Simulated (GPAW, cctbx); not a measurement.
## How far are the atoms of TiNb3C4 from free atoms?

Question: by how much does bonding change the structure factors of TiNb3C4?

The cell is our own: ordered rocksalt alloy in the eight-atom cube, 3 of 4 Ti sites given to Nb. All numbers below are calculated.

### 1. Find the equilibrium geometry

The density hangs on the geometry, so cell and atoms are relaxed first, with the symmetry held. The cutoff is set higher than for the density because stress converges slowly with plane waves.

Settings: GPAW 26.7.0, PBE, 650 eV, 5×5×5 k-points, Fermi–Dirac width 0.1 eV, BFGS to 0.02 eV/Å.

```text
cell
1.0
     4.460000000    0.000000000    0.000000000
     0.000000000    4.460000000    0.000000000
     0.000000000    0.000000000    4.460000000
Nb C Ti
3 4 1
Direct
0.000000000 0.000000000 0.500000000
0.000000000 0.500000000 0.000000000
0.500000000 0.000000000 0.000000000
0.500000000 0.000000000 0.500000000
0.500000000 0.500000000 0.000000000
0.000000000 0.000000000 0.000000000
0.000000000 0.500000000 0.500000000
0.500000000 0.500000000 0.500000000
```

```console
$ OMP_NUM_THREADS=1 mpirun -n 4 gpaw python run.py > gpaw.log
```

```text
BFGS:    0      -79.982232        0.188806
BFGS:    1      -79.983510        0.169133
BFGS:    2      -79.987760        0.003571
cell  4.4456 4.4456 4.4456  90.00 90.00 90.00
volume 87.860 A^3, largest force 0.000 eV/A, largest stress 0.05 GPa
```

After 2 steps the volume has changed by -1.0 % and the energy by -0.006 eV; the largest stress left is 0.05 GPa. It took 77 s on 4 cores of Arm Neoverse N1 (shared host), peak memory 0.85 GiB.

Relaxed structure: Pm-3m (no. 221), a = 4.4456 Å, b = 4.4456 Å, c = 4.4456 Å, α = 90.00°, β = 90.00°, γ = 90.00°.

| atom | mult. | x | y | z |
| --- | --- | --- | --- | --- |
| Nb1 | 3 | 0 | 0 | 1/2 |
| Ti1 | 1 | 1/2 | 1/2 | 1/2 |
| C1 | 3 | 1/2 | 0 | 1/2 |
| C2 | 1 | 0 | 0 | 0 |

### 2. The all-electron density

X-rays see the whole electron density, so the PAW density is rebuilt with its core regions. Subtracting spherical free atoms from the same code cancels the cores and leaves the deformation density Δρ, the part due to bonding.

Settings: PBE, 600 eV, 7×7×7 k-points, Fermi–Dirac width 0.1 eV; primitive cell of 8 atoms.

```console
$ OMP_NUM_THREADS=1 mpirun -n 4 gpaw python run.py > gpaw.log
```

```text
|iter:   1|       0s |  -94.383749 | +0.24 |       |
|iter:   2|       3s |  -89.898413 | -0.97 | -0.74 |
|iter:   3|       6s |  -79.880509 | +0.41 | -0.81 |
...
|iter:  11|      30s |  -79.783805c| -6.67 | -4.48c|
|iter:  12|      32s |  -79.783806c| -7.36 | -5.33c|
|iter:  13|      35s |  -79.783805c| -7.85c| -5.77c|
```

```text
grid (54, 54, 54)  electrons 169.000  moved by bonding 2.402 e
deformation density beyond 0.5 A of the nuclei: max 0.122, min -0.165 e/A^3
atom        x       y       z   Voronoi charge  moment
Nb1    0.0000  0.0000  0.5000      0.672       0.00
Nb2    0.0000  0.5000  0.0000      0.672       0.00
Nb3    0.5000  0.0000  0.0000      0.672       0.00
Ti4    0.5000  0.5000  0.5000      0.280       0.00
C 5    0.5000  0.0000  0.5000     -0.559       0.00
C 6    0.5000  0.5000  0.0000     -0.559       0.00
C 7    0.0000  0.0000  0.0000     -0.617       0.00
C 8    0.0000  0.5000  0.5000     -0.559       0.00
mean inner potential of superposed free atoms 27.545 V
total magnetic moment 0.000 muB
```

Deformation density in a plane through the shortest contact of the Nb atom at the origin, in 0.01 e/Å³ (clipped at ±99); x from -1.6 to 3.8 Å, y from 2.4 down to -2.4 Å:

```text
 -9  -4  10   9   .   .  10   8  -6  -7   .   .  -5  -8   7  11
-10  -4   9   9   .   .  10   8  -6  -9   .   .  -7  -8   7  11
-13  -3   6  10  11  11  10   5  -5 -14  -9  -8 -14  -7   4   9
 -1   1   2   4   6   6   4   2   0  -2  -2  -2  -2   0   2   3
  8   3  -4 -11 -10 -10 -10  -2   4   8  11  11   9   5  -1  -9
 11   6  -8 -12   .  -2 -13  -6   8  11   .   .  11   9  -4 -13
 12   8  -7  -3   .   .  -5  -6   9  11   .   .  10  11  -3  -7
 11   6  -8 -12   .  -2 -13  -6   8  11   .   .  11   9  -4 -13
  8   3  -4 -11 -10 -10 -10  -2   4   8  11  11   9   5  -1  -9
 -1   1   2   4   6   6   4   2   0  -2  -2  -2  -2   0   2   3
-13  -3   6  10  11  11  10   5  -5 -14  -9  -8 -14  -7   4   9
-10  -4   9   9   .   .  10   8  -6  -9   .   .  -7  -8   7  11
 -9  -4  10   9   .   .  10   8  -6  -7   .   .  -5  -8   7  11
```

Atoms in or within 0.15 Å of the plane: Nb (0.0, 0.0), Nb (2.2, 2.2), Nb (2.2, -2.2), C (2.2, 0.0), C (0.0, 2.2), C (0.0, -2.2) Å. Dots mark points within about 0.45 Å of a nucleus; large values next to them are atomic features.

C gains most (-0.57 e) and Nb loses most (+0.67 e), in averages over each element's sites; C is the most electronegative element, but the order of the others doesn't follow electronegativity. Such charges fall far short of formal ones, since overlapping free atoms already put density on their neighbours. Along the shortest contact from the Nb atom at the map's origin, Nb–C at 2.22 Å, Δρ is +0.03 e/Å³ at the midpoint and highest, +0.12, 1.52 Å from Nb (points within 0.5 Å of a nucleus left out): little sits at the middle, as in a polar contact, whose build-up shifts to the more electronegative atom. At the midpoints of other shortest contacts it is +0.06 (Ti–C, 2.22 Å), +0.01 (Nb–Nb, 3.14 Å) and 0.00 (Nb–Ti, 3.14 Å) e/Å³. Point values carry grid noise of about 0.01 e/Å³. The run needed 13 iterations, 60 s.

### 3. Structure factors

The Fourier components of Δρ, added to those of the free atoms, give the static X-ray structure factors; the Mott–Bethe relation turns them into the Fourier components V of the potential that fast electrons feel.

```text
static structure factors of the conventional cell: F in electrons, V (Mott-Bethe) in volts
   h  k  l      d  |F| table  |F| free   |F| DFT   change   |V| free  |V| DFT  change %
   0  1  0  4.4456    17.995    17.941    17.732   -0.209     1.091    1.307     19.7
   0  1  1  3.1435    17.067    17.087    16.877   -0.210     0.986    1.094     11.0
   1  1  1  2.5667    99.362    99.239    97.402   -1.837     7.479    8.110      8.4
   0  2  0  2.2228   121.487   121.377   121.543    0.166    12.275   12.232     -0.3
   0  2  1  1.9881    15.316    15.329    15.287   -0.042     0.757    0.766      1.1
   1  2  1  1.8149    14.911    14.922    14.910   -0.012     0.701    0.703      0.3
   0  2  2  1.5718   103.130   103.200   103.157   -0.043     8.480    8.486      0.1
   1  2  2  1.4819    13.973    14.005    14.083    0.078     0.572    0.563     -1.6
   0  3  0  1.4819    13.973    14.005    14.177    0.172     0.572    0.553     -3.4
   0  3  1  1.4058    13.730    13.767    13.878    0.111     0.540    0.528     -2.1
   1  3  1  1.3404    78.010    78.134    78.548    0.414     4.018    3.979     -1.0
   2  2  2  1.2833    92.177    92.384    92.368   -0.016     6.583    6.584      0.0
   0  3  2  1.2330    13.138    13.174    13.274    0.100     0.462    0.454     -1.7
   1  3  2  1.1881    12.974    13.004    13.075    0.071     0.442    0.436     -1.2
```

The largest X-ray change is -1.84 e on 111, 1.9 % of |F|. For electrons V goes as (Z − F)/g², so a change of F counts against Z − F, which is small at low angle and wherever the atoms' terms cancel: |V| of 010 moves by +19.7 % (1.09 to 1.31 V) against -1.2 % in |F|. The tabulated Hartree–Fock atoms differ from the free DFT atoms by up to 0.21 e, so the choice of reference atom matters too.

### 4. Answer

Bonding moves 2.40 e in the primitive cell of TiNb3C4 and changes the structure factors of the conventional cell in the table above by at most 1.84 e (111, 1.9 %). The shortest bond, Nb–C, has Δρ = +0.03 e/Å³ at its midpoint, low for a shared bond; with the charge transfer this is a polar contact. Limits: static density, frozen cores, no spin–orbit coupling.

[Outputs are excerpts: Python notices, other lines and further rows are left out; steps that failed or that the build refused (PBEsol, TPSS) are not shown.]

[Logs are printed without paths, hosts, clocks, repeated set-up lines and the standing remarks that a program may print on its own settings, such as how far it seeks lower states.]
